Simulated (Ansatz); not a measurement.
# How many bands does the GW gap of Bi2Te2PbS2 (R-3m) need?, part 2 of 2

How do accuracy and time trade against each other in G0W0 on Bi2Te2PbS2 (R-3m)?

Ansatz 0.2.0; G0W0 on PBE, plane waves, PAW. Known limits of the many-body steps: not at the basis limit; no spin-orbit coupling.

So far. Step 2 (207 empty bands, screening to 57 eV): The gap on the mesh goes from 0.34 eV to 0.49 eV, a correction of +0.15 eV. Between the two edge states, bare exchange in place of the xc potential would open the gap by 2.99 eV, and correlation takes back 2.85 eV. Step 3 (587 empty bands, screening to 114 eV): Against the run with 4×4×4 mesh, 207 empty bands, screening to 57 eV, the gap moves by +0.10 eV.

## Step 4: 1265 empty bands, screening to 190 eV

Input file input.yaml:

```yaml
crystal:
  lattice:
    - [2.13505, 1.2326716922, 13.4709566667]
    - [-2.13505, 1.2326716922, 13.4709566667]
    - [0.0, -2.4653433845, 13.4709566667]
  atoms:
    - { symbol: Bi, position: [0.58139, 0.58139, 0.58139] }
    - { symbol: Bi, position: [0.41861, 0.41861, 0.41861] }
    - { symbol: Te, position: [0.87066, 0.87066, 0.87066] }
    - { symbol: Te, position: [0.12934, 0.12934, 0.12934] }
    - { symbol: Pb, position: [0.0, 0.0, 0.0] }
    - { symbol: S, position: [0.29134, 0.29134, 0.29134] }
    - { symbol: S, position: [0.70866, 0.70866, 0.70866] }
kpoints:
  mp_grid: { grid: [4, 4, 4] }
hamiltonian:
  xc: pbe
scf:
  occupations: { method: fixed }
gw:
  n_empty_bands: 1265
  ecut_chi: 190.0
  qp_bands: [v2, c2]
  qp_kpoints: band_edges
  screening: { model: contour_deformation }
```

Launch:

```console
$ ansatz run input.yaml --threads 3 --pin off --max-ram 64512MiB --backend cuda --events-out ev --progress --plain --runs-dir out --devices 1 --max-vram 24GiB  # rebuilt from the run's record
```

Numbers of over 12 decimals in the logs are rounded to 6 here.

Output:

```text
GPUs: using 1 of 1 available (devices: 1).
[...]
GPU FFT provider: cuFFT
GPU libraries: cuBLAS 13.8.2, cuFFT 12.4.0, cuSOLVER 12.3.4
Crystal: 7 atoms, lattice volume = 212.718 Å³
Basis set: ecut = 420 eV, 4143 PW (Γ)
Bands: 53, of which v1, the nominal top of the filled ones, is band 44 counted from 1 (43 counted from 0)
Symmetry: 12 space group operations
[...]
k-points: 13 of 64
[...]
1    46     10.0164    -9.7123    -3.4790   -13.0491  0.7653     9.8738     9.8741  root
[...]
12    43      7.5599   -15.7774     1.1213   -14.1180  0.7523     6.9751     7.0217  root
    12    44      8.3728   -15.1568    -0.1600   -14.8212  0.7709     7.8520     7.8772  root
    12    45      8.7087    -9.4929    -2.8557   -12.1520  0.7938     8.5109     8.5121  root
    12    46      9.7526    -9.5522    -3.4107   -12.8445  0.7757     9.6338     9.6341  root
[key lines of the parts left out:]
SCF converged after 7 iterations
Free energy (F): -52466.096199 eV
Fermi energy:    8.372773 eV
```

Wall time 3.5 min (1 × NVIDIA H100 80GB HBM3 (shared by 3 runs) with 3 threads of AMD EPYC 7R13 (Zen 3), shared host); peak memory 6 GiB.

This step gave:

```yaml
bands_summed: 1309
rpa_eps_infinity_on_this_mesh_eigenvalues: 20.11, 20.11, 30.37
plane_waves_in_the_screening_matrix: 1273
g0w0_gap_on_the_mesh: 0.6349 eV
k_of_the_valence_top: -0.5, -0.5, -0.5
k_of_the_conduction_bottom: -0.5, -0.5, -0.5
starting_gap_on_the_mesh: 0.3359 eV
least_direct_g0w0_gap_on_the_computed_points: 0.6349 eV
```

Against the run with 4×4×4 mesh, 587 empty bands, screening to 114 eV, the gap moves by +0.05 eV.

## Step 5: Changing the frequency model: 4×4×4 mesh, 1265 empty bands, screening to 190 eV, plasmon pole

A plasmon pole stands in for the full frequency dependence of the screening; this run shows what that costs in accuracy.

input.yaml: that of step 4 with these lines changed.

```diff
@@ -24,2 +24,2 @@
   qp_kpoints: band_edges
-  screening: { model: contour_deformation }
+  screening: { model: godby_needs }
```

Output:

```text
GPUs: using 1 of 1 available (devices: 1).
[...]
GPU FFT provider: cuFFT
GPU libraries: cuBLAS 13.8.2, cuFFT 12.4.0, cuSOLVER 12.3.4
Crystal: 7 atoms, lattice volume = 212.718 Å³
Basis set: ecut = 420 eV, 4143 PW (Γ)
Bands: 53, of which v1, the nominal top of the filled ones, is band 44 counted from 1 (43 counted from 0)
Symmetry: 12 space group operations
[...]
k-points: 13 of 64
[...]
1    46     10.0164    -9.7123    -3.4513   -13.0491  0.7916     9.9019     9.9018  root
[...]
12    43      7.5599   -15.7774     1.0789   -14.1180  0.7797     6.9777     6.9793  root
    12    44      8.3728   -15.1568    -0.1218   -14.8212  0.7847     7.9148     7.9154  root
    12    45      8.7087    -9.4929    -2.8103   -12.1520  0.7983     8.5576     8.5575  root
    12    46      9.7526    -9.5522    -3.3943   -12.8445  0.7943     9.6506     9.6506  root
[key lines of the parts left out:]
SCF converged after 7 iterations
Free energy (F): -52466.096199 eV
Fermi energy:    8.372773 eV
```

Run time: 8.3 min. Hardware: 1 × NVIDIA H100 80GB HBM3 (shared by 3 runs) with 3 threads; peak memory 12 GiB.

This step gave:

```
bands summed                                 : 1309
plasmon-pole fit frequency                   : 23.88 eV
RPA ε∞ on this mesh (eigenvalues)            : 20.11, 20.11, 30.37
plane waves in the screening matrix          : 1273
G0W0 gap on the mesh                         : 0.6420 eV
k of the valence top                         : -0.5, -0.5, -0.5
k of the conduction bottom                   : -0.5, -0.5, -0.5
starting gap on the mesh                     : 0.3359 eV
least direct G0W0 gap on the computed points : 0.6420 eV
```

Against the run with 4×4×4 mesh, 1265 empty bands, screening to 190 eV, the gap moves by +0.007 eV.

## Step 6: The runs together

Times are wall times on 1 × NVIDIA H100 80GB HBM3 (shared by 3 runs) with 3 threads of AMD EPYC 7R13 (Zen 3), shared host, good to a factor of about two.

```tsv
mesh	files	frequency	bands summed	cutoff (eV)	start (eV)	G0W0 (eV)	time	host memory (GiB)
4×4×4	default PAW	contour deformation	251	57	0.336	0.485	50 s	1.7
4×4×4	default PAW	contour deformation	631	114	0.336	0.584	75 s	2.8
4×4×4	default PAW	contour deformation	1309	190	0.336	0.635	3.5 min	6.0
4×4×4	default PAW	plasmon pole	1309	190	0.336	0.642	8.3 min	12
```

How the two edges are built up, in eV (the quasiparticle level is the starting level plus Σx plus Σc less Vxc):

```tsv
run	edge	start	Σx	Σc	Vxc	Z	QP
251 bands	valence top	8.37	-15.16	0.42	-14.82	0.78	8.46
251 bands	conduction bottom	8.71	-9.49	-2.43	-12.15	0.80	8.94
631 bands	valence top	8.37	-15.16	0.02	-14.82	0.77	8.06
631 bands	conduction bottom	8.71	-9.49	-2.73	-12.15	0.79	8.64
1309 bands	valence top	8.37	-15.16	-0.16	-14.82	0.77	7.88
1309 bands	conduction bottom	8.71	-9.49	-2.86	-12.15	0.79	8.51
```

## Step 7: Outcome

| Property | Result |
| --- | --- |
| 251 bands, 57 eV | 0.485 eV |
| 631 bands, 114 eV | 0.584 eV |
| 1309 bands, 190 eV | 0.635 eV |
| mesh and start | 4×4×4, PBE |

From 251 to 1309 bands the gap moves by +0.15 eV while the time grows 4.2-fold. Σc changes by −0.58 eV at the valence top and −0.43 eV at the conduction bottom, so the levels themselves move more than the gap between them. The plasmon-pole model gives +0.01 eV against contour deformation, 2 % of the correction, and saved no time in this program. The many-body steps are scalar-relativistic: spin-orbit coupling is not in them.

[Paths, hosts, dates, memory and timing lines, banners, echoed tables and standing remarks are left out of the program output.]

[Logs are printed without paths, hosts, clocks, repeated set-up lines and the standing remarks that a program may print on its own settings, such as how far it seeks lower states.]

[Runs of the session that timed out or met a known fault of the program may be left out.]

[Cells called generated may have been cut or substituted from an entry of the Crystallography Open Database or the Materials Project.]

[Hosts, paths, dates, database ids (printed as entryN), source tags and the programs' standing remarks are cut or masked in the printed files.]
